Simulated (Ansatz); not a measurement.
# Germanium (Fd-3m, 2 atoms a cell): how G0W0 depends on its starting point

One-shot GW is not self-consistent; how far does the start matter for Germanium (Fd-3m, 2 atoms a cell)?

Method: G0W0 on several functionals, plane waves, PAW, in Ansatz 0.2.0.

In doubt: masses and optical values from hybrid runs of this build are listed as unsure (steps 3, 4), which bears on the screening that GW takes from such a start.

### 1. The structure

The structure is cubic, space group Fd-3m (No. 227). Conventional cell: a = 5.658 Å, b = 5.658 Å, c = 5.658 Å, α = 90.00°, β = 90.00°, γ = 90.00°. Nearest to Ge lie 4 Ge at 2.45 Å.

The cell and positions come from the Crystallography Open Database and are kept as given unless a step says otherwise.

### 2. G0W0 on r2SCAN

Now the one-shot GW correction: screening in the RPA, then the self-energy of the levels asked for. This step takes hard PAW files.

This step: G0W0 on r2SCAN, plane waves, PAW.

input.yaml reads:

```yaml
crystal:
  lattice:
    - [0.0, 2.82891, 2.82891]
    - [2.82891, 0.0, 2.82891]
    - [2.82891, 2.82891, 0.0]
  atoms:
    - { symbol: Ge, position: [0.0, 0.0, 0.0] }
    - { symbol: Ge, position: [0.25, 0.25, 0.25] }
kpoints:
  mp_grid: { grid: [8, 8, 8] }
hamiltonian:
  xc: r2scan
  pseudopotentials: { kind: paw, source: ansatz }
scf:
  occupations: { method: fixed }
gw:
  n_empty_bands: 406
  ecut_chi: 250
  qp_bands: [v2, c2]
  qp_kpoints: band_edges
  screening: { model: contour_deformation }
```

On the command line:

```console
$ ansatz run input.yaml --threads 3 --pin off --max-ram 92160MiB --backend cuda --events-out ev --progress --plain --runs-dir out --devices 1 --max-vram 13GiB
```

Numbers of over 12 decimals in the logs are rounded to 6 here.

What it wrote:

```text
GPUs: using 1 of 1 available (devices: 1).
Engine: ansatz 0.2.0, x86_64-unknown-linux-gnu
Pseudopotentials: kind: paw
Pseudopotential: Ge, paw, valence charge 14, recommended cutoff 1230 eV (meta_gga), Ge.paw.azcp
Functional definition: r2SCAN
  parameter k0 = 0.174
  parameter k1 = 0.065
  parameter a1 = 4.9479
  exchange = r2scan_x(k0 = k0, k1 = k1, a1 = a1)
  correlation = r2scan_c
device memory: the entry about to start is reckoned to put 1.9 GiB on a device that reports 37.5 GiB free (of which the cap on the GPU budget leaves the run 13.0 GiB)
GPU FFT provider: cuFFT
GPU libraries: cuBLAS 13.8.2, cuFFT 12.4.0, cuSOLVER 12.3.4
Crystal: 2 atoms, lattice volume = 45.278 Å³
Basis set: ecut = 1230 eV, 4477 PW (Γ), exchange–correlation on 192×192×192 points (64 copies of the dense FFT grid, shifted against one another)
Bands: 18, of which v1, the nominal top of the filled ones, is band 14 counted from 1 (13 counted from 0)
Symmetry: 48 space group operations
Space group: Fd-3m (ITA 227), of the structure as read, at distance tolerance 3.6e-5 Å
k-points: 29 of 512
Non-local potential: Ge, projectors of the file, l = 0: 2, l = 1: 2, l = 2: 2, l = 3: 2
PAW form: soft (Blöchl's): semilocal exchange-correlation on the pseudo side does not see the compensation charge
PAW frozen core: Ge, regenerated for the run's functional (the file was generated under x = pbe(κ = 0.804, μ = 0.219515), c = pbe(β = 0.066725))
PAW one-centre angular grid: Ge, 590 points (default); XC on 160 Gauss nodes
Initial density: superposition of atomic densities (chi_scale 0.1, normalization cell)
Initial wavefunctions: pseudopotential atomic-orbital guess
GPU buffer pool allocated for 110592 grid points (all kernels)
GPU transforms: local potential: pruned to the plane-wave sphere, on 45×45×45; band sums: pruned to the plane-wave sphere, on 48×48×48
Functional: x = r2scan, c = r2scan; τ floored in thin density (d = 2e-4 eV/Å³)
iter 1 solved again at ethr=1.67e-3 eV; its pass at ethr=3.10e-3 eV (dr2=4.66e-1 eV) is discarded
SCF iter   1: F=—  HF=-8614.140369 eV  |F-HF|=—  |Δ(HF+E_count)|=         —  Δρ=3.35e-2  dr2=4.68e-1  dr2_τ=1.48e-2  ethr=1.67e-3  ⟨swp⟩=1.1  Hψ=3077  notcnv=0  defer=43
preconditioner: auto → none  [insulator: Δε(μ)=0.281 eV  Ē_g=24.440 eV  n_scr=14 (ndim 8)  ℏωp=29.2 eV  f_vac=0.000  ε∞_Penn≈2.4]
SCF iter   2: F=—  HF=-8614.151351 eV  |F-HF|=—  |Δ(HF+E_count)|=   1.10e-2  Δρ=1.67e-2  dr2=1.01e-1  dr2_τ=3.32e-3  ethr=1.67e-3  ⟨swp⟩=2.3  Hψ=737  notcnv=0  defer=53
SCF iter   3: F=—  HF=-8614.158306 eV  |F-HF|=—  |Δ(HF+E_count)|=   6.95e-3  Δρ=1.73e-3  dr2=8.96e-4  dr2_τ=1.30e-3  ethr=3.62e-4  ⟨swp⟩=2.7  Hψ=973  notcnv=0  defer=53
SCF iter   4: F=—  HF=-8614.157575 eV  |F-HF|=—  |Δ(HF+E_count)|=   7.31e-4  Δρ=4.82e-4  dr2=3.17e-5  dr2_τ=1.00e-5  ethr=3.20e-6  ⟨swp⟩=3.3  Hψ=1347  notcnv=0  defer=52
SCF iter   5: F=—  HF=-8614.157594 eV  |F-HF|=—  |Δ(HF+E_count)|=   1.98e-5  Δρ=1.81e-4  dr2=8.57e-6  dr2_τ=7.47e-6  ethr=1.13e-7  ⟨swp⟩=3.3  Hψ=1309  notcnv=0  defer=52
SCF iter   6: F=—  HF=-8614.157584 eV  |F-HF|=—  |Δ(HF+E_count)|=   1.06e-5  Δρ=2.29e-5  dr2=1.36e-7  dr2_τ=2.62e-7  ethr=3.06e-8  ⟨swp⟩=2.9  Hψ=1189  notcnv=0  defer=52
SCF iter   7: F=-8614.157584 eV  HF=-8614.157584 eV  |F-HF|=1.73e-9  |Δ(HF+E_count)|=   2.72e-8  Δρ=4.86e-6  dr2=4.34e-9  dr2_τ=1.12e-9  ethr=3.57e-10  ⟨swp⟩=9.4  Hψ=3012  notcnv=0
SCF 1 converged in 7 iterations: F = -8614.157584 eV  dr2 = 4.34e-9
  greatest PAW one-centre occupation: 0.986 electrons in one spin orbital (limit 2), on the Ge atom at site 1 (counted from 0), in its partial waves of l = 2
device memory: the entry about to start is reckoned to put 2.0 GiB (of the 2.2 GiB reckoned in all, the device holds 0.2 GiB already) on a device that reports 43.3 GiB free (of which the cap on the GPU budget leaves the run 12.8 GiB)
NSCF: frozen V_eff on 29 k-points, pencils in batches of 32, up to order 72
the band table was solved once the SCF had ended and its energy, with any forces and stress, was formed, with the checks that follow a solve (3178 applications of the Hamiltonian). They found nothing against the state; the energy, forces and stress were not computed again (output.eigenvalues in the input reference)
device memory: the entry about to start is reckoned to put 4.0 GiB on a device that reports 40.4 GiB free (of which the cap on the GPU budget leaves the run 13.0 GiB)
NSCF: frozen V_eff on 29 k-points
G₀W₀ screening: q 1/29
[... further progress lines ...]
SCF converged after 7 iterations
Free energy (F): -8614.157584 eV
Harris-Foulkes:  -8614.157584 eV  (|F-HF|=1.73e-9)
Internal energy: -8614.157584 eV  (E = F + TS)
E sigma→0 (E₀):  -8614.157584 eV
Fermi energy:    9.752031 eV
--- Per-component energies (eV) ---
  E_band       = -278.636708
  E_kinetic    = 889.329886
  E_local      = -2404.412605  (includes V_loc(G=0)·N_el)
  E_nonlocal   = -2405.649797
  E_hartree    = 1382.917370
  E_xc         = -336.517734
  E_vxc        = -258.874899  (∫ρ·V_xc dr)
  E_paw        = -3050.539455  (= ΣΔE_a)
  E_vpaw       = 1114.866902  (= ΣTr[D̂ρ^β])
  E_aug_tail   = 0.000080  (compensation charges beyond the density's cutoff)
  E_vtau       = 20.266995  (kinetic-family band-sum trace: ∫τ·v_τ [+ j·A + Jᵃ·Aᵃ] dr)
  E_ewald      = -2687.134708
  E_core_change = -2.150620  (= ΣΔE_core)
  E_smearing   = -0.000000  (= −TS)
  E_closure    = 0.000000  (closes the sum)
  Σ components = -8614.157584   (vs F -8614.157584, Δ=0.00e0)
--- Band table (eV; the first three rows and the last of 29) ---
  k-point 0: bands = [... 10 lower, -3.5526, 9.7520, 9.7520, 9.7520, 10.1909, 12.4731, 12.4731, 12.4731]
  k-point 1: bands = [... 10 lower, -3.3527, 7.4174, 9.3998, 9.3998, 11.0806, 12.9453, 12.9453, 13.5448]
  k-point 2: bands = [... 10 lower, -2.7727, 4.9204, 8.8219, 8.8219, 10.7056, 13.6175, 13.6175, 15.8595]
  k-point 28: bands = [... 10 lower, 0.6400, 0.6400, 5.6954, 5.6954, 14.4496, 14.4496, 14.8130, 14.8130]
--- G₀W₀: contour deformation, 8 samples at zero and on the imaginary axis and 2 off it, 512 q-points, 406 empty bands' worth ---
  eigenvalues of the whole cell's RPA ε∞ on this k-mesh (on a slab, of 1 + 4πα/V) = 48.5293, 48.5293, 48.5293; static W/v taken at q = 0 is 0.020606
  bands read: the sum over 420 bands ends inside a degenerate multiplet in 2 slots, whose members it reads at an even weight; the widest, k=0: bands 420 to 422 (counted from 1) at 1/3 each
  gw.qp_kpoints: band_edges: 15 of 29 stored k-points solved, in 1 pass; an edge of the gap read off the rows below is read off those points alone
    valence top: of the k-points left out ik 10 came nearest to being solved in a further pass, in band 14 (counted from 1, as in the quasiparticle table): it holds the edge there only if its correction is more favourable than any solved in that band by at least 0.946 eV; those differ by 0.034 eV
    conduction bottom: of the k-points left out ik 18 came nearest to being solved in a further pass, in band 15 (counted from 1, as in the quasiparticle table): it holds the edge there only if its correction is more favourable than any solved in that band by at least 0.573 eV; those differ by 0.186 eV
    ik  band        ε_KS         Σx   Σc(E_QP)       V_xc       Z   E_QP_lin       E_QP  E_QP is
     0    13      9.7520   -15.3999     0.3595   -14.6450  0.7656     9.3375     9.3567  root
     0    14      9.7520   -15.3999     0.3595   -14.6450  0.7656     9.3375     9.3567  root
     0    15     10.1909   -13.1102    -3.8345   -16.9564  0.7681    10.2025    10.2025  root
     0    16     12.4731    -8.4757    -4.1323   -12.5908  0.7549    12.4560    12.4560  root
     1    13      9.3998   -15.1794     0.4395   -14.3547  0.7633     8.9979     9.0147  root
     1    14      9.3998   -15.1794     0.4395   -14.3547  0.7633     8.9979     9.0147  root
     1    15     11.0806   -10.9360    -3.8111   -14.7108  0.7652    11.0444    11.0443  root
     1    16     12.9453    -8.6137    -4.2626   -12.8398  0.7500    12.9090    12.9089  root
     2    13      8.8219   -15.1334     0.6837   -14.0663  0.7587     8.4220     8.4385  root
     2    14      8.8219   -15.1334     0.6837   -14.0663  0.7587     8.4220     8.4385  root
     2    15     10.7056   -10.2121    -3.7637   -13.9180  0.7683    10.6480    10.6478  root
     2    16     13.6175    -8.3081    -4.5162   -12.7627  0.7415    13.5560    13.5558  root
     3    13      8.4112   -15.1949     0.8780   -13.9308  0.7552     8.0080     8.0252  root
     3    14      8.4112   -15.1949     0.8780   -13.9308  0.7552     8.0080     8.0252  root
     3    15     10.3427   -10.2194    -3.6719   -13.8170  0.7701    10.2687    10.2684  root
     3    16     13.7844    -7.7686    -4.5425   -12.2255  0.7424    13.6992    13.6988  root
     4    13      8.2681   -15.2254     0.9464   -13.8918  0.7540     7.8634     7.8809  root
     4    14      8.2681   -15.2254     0.9464   -13.8918  0.7540     7.8634     7.8809  root
     4    15     10.2126   -10.2555    -3.6409   -13.8176  0.7706    10.1340    10.1337  root
     4    16     13.7522    -7.5725    -4.5144   -11.9934  0.7442    13.6591    13.6587  root
     5    13      8.8367   -14.8934     0.6157   -13.9013  0.7591     8.4451     8.4602  root
     5    14      8.8367   -14.8934     0.6157   -13.9013  0.7591     8.4451     8.4602  root
     5    15     11.8529    -8.1272    -3.9328   -11.9797  0.7627    11.7729    11.7725  root
     5    16     12.3376   -11.6899    -4.0788   -15.6957  0.7561    12.2648    12.2645  root
[...]
27    13      6.0633   -14.6842     1.8518   -12.4648  0.7220     5.6815     5.6957  root
    27    14      6.0633   -14.6842     1.8518   -12.4648  0.7220     5.6815     5.6957  root
    27    15     11.9507    -7.7043    -4.0722   -11.6175  0.7636    11.7928    11.7917  root
    27    16     11.9507    -7.7043    -4.0722   -11.6175  0.7636    11.7928    11.7917  root
    28    13      5.6954   -14.5359     2.0366   -12.1381  0.7145     5.3211     5.3342  root
    28    14      5.6954   -14.5359     2.0366   -12.1381  0.7145     5.3211     5.3342  root
    28    15     14.4496    -8.3326    -5.1179   -13.3399  0.7291    14.3395    14.3390  root
    28    16     14.4496    -8.3326    -5.1179   -13.3399  0.7291    14.3395    14.3390  root
```

Wall time 4.8 min (1 × NVIDIA H100 80GB HBM3 (shared by 6 runs) with 3 threads of AMD EPYC 7R13 (Zen 3), shared host); peak memory 3.4 GiB; 6.9 min of CPU time.

The column dr2 measures how far the density is from self-consistency, as an energy; F and HF (Harris–Foulkes) agree once it is small.

Numbers from this step:

* bands summed: 420
* RPA ε∞ on this mesh (eigenvalues): 48.53, 48.53, 48.53
* plane waves in the screening matrix: 411
* q-points in the mesh: 512
* G0W0 gap on the mesh: 0.7770 eV
* k of the valence top: 0, 0, 0
* k of the conduction bottom: 0, 0, -0.5
* starting gap on the mesh: 0.4388 eV
* Z at the valence top: 0.7656
* Z at the conduction bottom: 0.7706
* least direct G0W0 gap on the computed points: 0.8458 eV

The gap on the mesh goes from 0.44 eV to 0.78 eV, a correction of +0.34 eV, though a band edge has moved to another state.

### 3. G0W0 on HSE06

One-shot GW remembers its start. Another functional's orbitals and levels show by how much.

This step: G0W0 on HSE06, plane waves, PAW.

Edit input.yaml of step 2 so:

```diff
@@ -11,3 +11,3 @@
 hamiltonian:
-  xc: r2scan
+  xc: hse06
   pseudopotentials: { kind: paw, source: ansatz }
```

What it wrote:

```text
GPUs: using 1 of 1 available (devices: 1).
[...]
davidson cushion auto → on  (no smearing: the cushion is to keep the highest requested band from converging to the state above it; pin scf.eigensolver.cushion to override)
[...]
GPU FFT provider: cuFFT
GPU libraries: cuBLAS 13.8.2, cuFFT 12.4.0, cuSOLVER 12.3.4
Crystal: 2 atoms, lattice volume = 45.278 Å³
Basis set: ecut = 820 eV, 2421 PW (Γ)
Bands: 18, of which v1, the nominal top of the filled ones, is band 14 counted from 1 (13 counted from 0)
Symmetry: 48 space group operations
[...]
k-points: 29 of 512
[...]
GPU buffer pool allocated for 64000 grid points (all kernels)
GPU transforms: local potential and band sums: pruned to the plane-wave sphere, on 40×40×40
[...]
SCF iter   1: F=—  HF=-8598.430755 eV  |F-HF|=—  |Δ(HF+E_count)|=         —  Δρ=3.36e-2  dr2=4.72e-1  ethr=1.00e-1  ⟨swp⟩=4.7  Hψ=1510  notcnv=0
[...]
SCF iter   7: F=-8598.365942 eV  HF=-8598.365942 eV  |F-HF|=1.09e-8  |Δ(HF+E_count)|=   1.87e-7  Δρ=5.74e-6  dr2=6.73e-9  ethr=1.50e-9  ⟨swp⟩=3.1  Hψ=1681  notcnv=0
SCF 1 converged in 7 iterations: F = -8598.365942 eV  dr2 = 6.73e-9
[...]
GPU FFT provider: cuFFT
GPU libraries: cuBLAS 13.8.2, cuFFT 12.4.0, cuSOLVER 12.3.4
[...]
GPU buffer pool allocated for 64000 grid points (all kernels)
[...]
Free energy (F): -8600.196223 eV
Frozen-core exchange: fock
[...]
Internal energy: -8600.196223 eV  (E = F + TS)
E sigma→0 (E₀):  -8600.196223 eV
Fermi energy:    9.630429 eV
[...]
--- Band table (eV; the first three rows and the last of 29) ---
  k-point 0: bands = [... 10 lower, -4.4279, 9.6304, 9.6304, 9.6304, 10.4868, 12.8352]
  k-point 1: bands = [... 10 lower, -4.2168, 7.2703, 9.2815, 9.2815, 11.3645, 13.3085]
  k-point 2: bands = [... 10 lower, -3.6031, 4.5875, 8.6876, 8.6876, 10.9563, 13.9825]
  k-point 28: bands = [... 10 lower, 0.0277, 0.0277, 5.3810, 5.3810, 14.8361, 14.8361]
  guard bands above this table: 2 of the run's 18 bands. The solve was not asked for them (output.publish_guard_bands: true or output.eigenvalues: true publishes all)
[...]
0    13      9.6304   -15.3162     0.3479   -14.5792  0.7888     9.2381     9.2414  root
     0    14      9.6304   -15.3162     0.3479   -14.5792  0.7888     9.2381     9.2414  root
     0    15     10.4868   -12.8142    -3.8535   -16.4881  0.7915    10.3076    10.3072  root
     0    16     12.8352    -8.2407    -4.0601   -12.0171  0.7783    12.5531    12.5515  root
     1    13      9.2815   -15.1305     0.4276   -14.3239  0.7867     8.8992     8.9024  root
     1    14      9.2815   -15.1305     0.4276   -14.3239  0.7867     8.8992     8.9024  root
     1    15     11.3645   -10.7240    -3.8199   -14.3129  0.7886    11.1343    11.1335  root
     1    16     13.3085    -8.3500    -4.1855   -12.2341  0.7736    13.0089    13.0071  root
[...]
28    13      5.3810   -14.4577     1.8941   -12.3489  0.7392     5.1651     5.1663  root
    28    14      5.3810   -14.4577     1.8941   -12.3489  0.7392     5.1651     5.1663  root
    28    15     14.8361    -8.0866    -4.9750   -12.6860  0.7520    14.4633    14.4604  root
    28    16     14.8361    -8.0866    -4.9750   -12.6860  0.7520    14.4633    14.4604  root
```

Elapsed: 3.3 min, on 1 × NVIDIA H100 80GB HBM3 (shared by 6 runs) with 3 threads; peak memory 7.2 GiB; 6 min of CPU time.

This step gave:

```yaml
bands_summed: 420
rpa_eps_infinity_on_this_mesh_eigenvalues: 19.15, 19.15, 19.15
plane_waves_in_the_screening_matrix: 411
q_points_in_the_mesh: 512
g0w0_gap_on_the_mesh: 0.9538 eV
k_of_the_valence_top: 0, 0, 0
k_of_the_conduction_bottom: 0, 0, -0.5
starting_gap_on_the_mesh: 0.7959 eV
z_at_the_valence_top: 0.7888
z_at_the_conduction_bottom: 0.7940
least_direct_g0w0_gap_on_the_computed_points: 1.066 eV
```

Against the run with 8×8×8 mesh, 406 empty bands, screening to 250 eV, hard PAW files on r2SCAN, the gap moves by +0.18 eV, while the start moved by +0.36 eV.

### 4. G0W0 on PBE0

This step: G0W0 on PBE0, plane waves, PAW.

Edit input.yaml of step 3 so:

```diff
@@ -11,3 +11,3 @@
 hamiltonian:
-  xc: hse06
+  xc: pbe0
   pseudopotentials: { kind: paw, source: ansatz }
```

What it wrote:

```text
GPUs: using 1 of 1 available (devices: 1).
[...]
GPU FFT provider: cuFFT
GPU libraries: cuBLAS 13.8.2, cuFFT 12.4.0, cuSOLVER 12.3.4
Crystal: 2 atoms, lattice volume = 45.278 Å³
Basis set: ecut = 820 eV, 2421 PW (Γ)
Bands: 18, of which v1, the nominal top of the filled ones, is band 14 counted from 1 (13 counted from 0)
Symmetry: 48 space group operations
[...]
k-points: 29 of 512
[...]
1    15     11.6384   -10.7387    -3.7799   -14.0940  0.8056    11.2154    11.2138  root
     1    16     13.6500    -8.3285    -4.0912   -11.8841  0.7925    13.1181    13.1145  root
[...]
28    13      4.9780   -14.4720     1.7585   -12.7627  0.7623     5.0272     5.0272  root
    28    14      4.9780   -14.4720     1.7585   -12.7627  0.7623     5.0272     5.0272  root
    28    15     15.2172    -8.0833    -4.8381   -12.3050  0.7699    14.6067    14.6008  root
    28    16     15.2172    -8.0833    -4.8381   -12.3050  0.7699    14.6067    14.6008  root
[key lines of the parts left out:]
Free energy (F): -8600.221481 eV
Fermi energy:    9.340045 eV
```

It took 5 min on 1 × NVIDIA H100 80GB HBM3 (shared by 6 runs) with 3 threads; peak memory 7.1 GiB.

This step gave:

```
bands summed                                 : 420
RPA ε∞ on this mesh (eigenvalues)            : 13.49, 13.49, 13.49
plane waves in the screening matrix          : 411
G0W0 gap on the mesh                         : 1.094 eV
k of the valence top                         : 0, 0, 0
k of the conduction bottom                   : 0, 0, -0.5
starting gap on the mesh                     : 1.365 eV
least direct G0W0 gap on the computed points : 1.205 eV
```

Against the run with 8×8×8 mesh, 406 empty bands, screening to 250 eV, hard PAW files on HSE06, the gap moves by +0.14 eV, while the start moved by +0.57 eV.

### 5. Side by side

All on the 8×8×8 mesh with 406 empty bands and screening to 250 eV. Times are wall times on 1 × NVIDIA H100 80GB HBM3 (shared by 6 runs) with 3 threads of AMD EPYC 7R13 (Zen 3), shared host. The host was busy with other work, so they are no guide to cost.

```csv
start,starting gap (eV),shift (eV),G0W0 gap (eV),RPA ε∞ (harmonic mean),"Z (valence, conduction)",time
r2SCAN,0.44,+0.34,0.78,48.53,"0.77, 0.77",4.8 min
HSE06,0.80,+0.16,0.95,19.15,"0.79, 0.79",3.3 min
PBE0,1.36,−0.27,1.09,13.49,"0.81, 0.81",5 min
```

How the two edges are built up, in eV (the quasiparticle level is the starting level plus Σx plus Σc less Vxc):

```csv
run,edge,start,Σx,Σc,Vxc,Z,QP
r2SCAN,valence top,9.75,-15.40,0.36,-14.64,0.77,9.36
r2SCAN,conduction bottom,10.21,-10.26,-3.64,-13.82,0.77,10.13
HSE06,valence top,9.63,-15.32,0.35,-14.58,0.79,9.24
HSE06,conduction bottom,10.43,-9.99,-3.62,-13.38,0.79,10.20
PBE0,valence top,9.34,-15.35,0.31,-14.87,0.81,9.17
PBE0,conduction bottom,10.70,-9.97,-3.58,-13.11,0.81,10.27
```

For a hybrid start, Vxc holds its share of exact exchange. Where G0W0 reorders the edges (r2SCAN), the two states listed lie further apart at the start than the starting gap.

### 6. Summary of results

* G0W0@r2SCAN: 0.78 eV (start 0.44 eV)
* G0W0@HSE06: 0.95 eV (start 0.80 eV)
* G0W0@PBE0: 1.09 eV (start 1.36 eV)
* known limits: not at the basis limit; mesh may overstate the screening; no spin-orbit coupling; coarse k mesh

The starting gaps span 0.93 eV and the G0W0 gaps 0.32 eV. Between r2SCAN and PBE0, 0.32 eV of the 0.93 eV survives, 34 %. On PBE0 the correction is negative: that start lies above its own G0W0 value. The smallest correction, +0.16 eV, is on HSE06, the start nearest to reproducing itself. Bands and cutoff are finite, so the gap is not at the basis limit. The miss can reach some tenths of an eV and take either sign; the mesh is an error of its own. The 8×8×8 mesh is coarse for this cell (its supercell is 32 Å along the shortest edge). The RPA ε∞ on it, from the r2SCAN start, is 48.53; such meshes misread the long-range screening, most where the gap is narrow. The program warns that the mesh is coarse for exact exchange, which bears on the hybrid start's gap. For the r2SCAN start: The RPA ε∞ on this mesh reaches over 25; with a narrow direct gap a coarse mesh can overstate it, and the correction is then too small. The many-body steps are scalar-relativistic: spin-orbit coupling is not in them.

[Paths, hosts, dates, memory and timing lines, banners, echoed tables and standing remarks are left out of the program output.]

[Logs are printed without paths, hosts, clocks, repeated set-up lines and the standing remarks that a program may print on its own settings, such as how far it seeks lower states.]

[Runs of the session that timed out or met a known fault of the program may be left out.]

[Cells called generated may have been cut or substituted from an entry of the Crystallography Open Database or the Materials Project.]

[Hosts, paths, dates, database ids (printed as entryN), source tags and the programs' standing remarks are cut or masked in the printed files.]
